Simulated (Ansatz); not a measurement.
LiF (Fm-3m): refractive index against wavelength

The refractive index of LiF (Fm-3m) below the direct gap (9.09 eV on the mesh) is read from one computed spectrum, n = √(Re ε).

The structure is cubic, space group Fm-3m (No. 225). The conventional cell has a = 4.028 Å, b = 4.028 Å, c = 4.028 Å, α = 90.00°, β = 90.00°, γ = 90.00°. F on site b has 6 Li at 2.01 Å as nearest neighbours. Around Li on site a lie 6 F at 2.01 Å.

Method: Ansatz 0.2.0, PBE, independent particles, k-mesh 14×14×14 with interpolation inside its cells, Gaussian parameter 0.15 eV.

Launch of the response step: `ansatz run input.yaml --threads 4 --pin off --max-ram 8192MiB --backend cpu --events-out ev --progress --plain --runs-dir out`. The run took 2 s, on 4 threads of Arm Neoverse V2, on a shared host.

| wavelength (nm) | photon energy E (eV) | n |
| --- | --- | --- |
| 532 | 2.331 | 1.4535 |
| 450 | 2.755 | 1.4572 |
| 405 | 3.061 | 1.4603 |
| 365 | 3.397 | 1.4642 |
| 308 | 4.025 | 1.4730 |
| 266 | 4.661 | 1.4841 |
| 248 | 4.999 | ? |

In the single-oscillator model n² − 1 = E₀E_d/(E₀² − E²), so 1/(n² − 1) = E₀/E_d − E²/(E₀E_d) is linear in E².

Working, on the rows shown:

| x = E² (eV²) | y = 1/(n² − 1) |
| --- | --- |
| 5.43137 | 0.898745 |
| 7.59115 | 0.89013 |
| 9.37179 | 0.883021 |
| 11.5384 | 0.874216 |
| 16.2043 | 0.854899 |
| 21.7255 | 0.831564 |

Means: x̄ = 11.977, ȳ = 0.8721. Σ(x − x̄)(y − ȳ) = -0.7507, Σ(x − x̄)² = 182. Slope = -0.7507 / 182 = -0.004126; intercept = ȳ − slope · x̄ = 0.92151. Turned back into n, the line misses the rows shown by at most 0.00015.

Question: Fill in the last column of the withheld row.

Answer: At x = 24.994 the line gives y = 0.81839, that is 1.4906. The run gave 1.4911, so the extrapolation is off by 0.00049, 1.3 % of the range in the table.

Refitted with all rows, the slope is -0.004159 and the intercept 0.92183. These give E₀ = √(intercept/−slope) = 14.89 eV and E_d = E₀/intercept = 16.1 eV; E₀ is 1.6 times the direct gap. The electronic limit at long wavelengths, without lattice vibrations, is n = √(1 + 1/intercept) = 1.444. Excitons are left out and so are local fields; PBE gaps are as a rule too small.
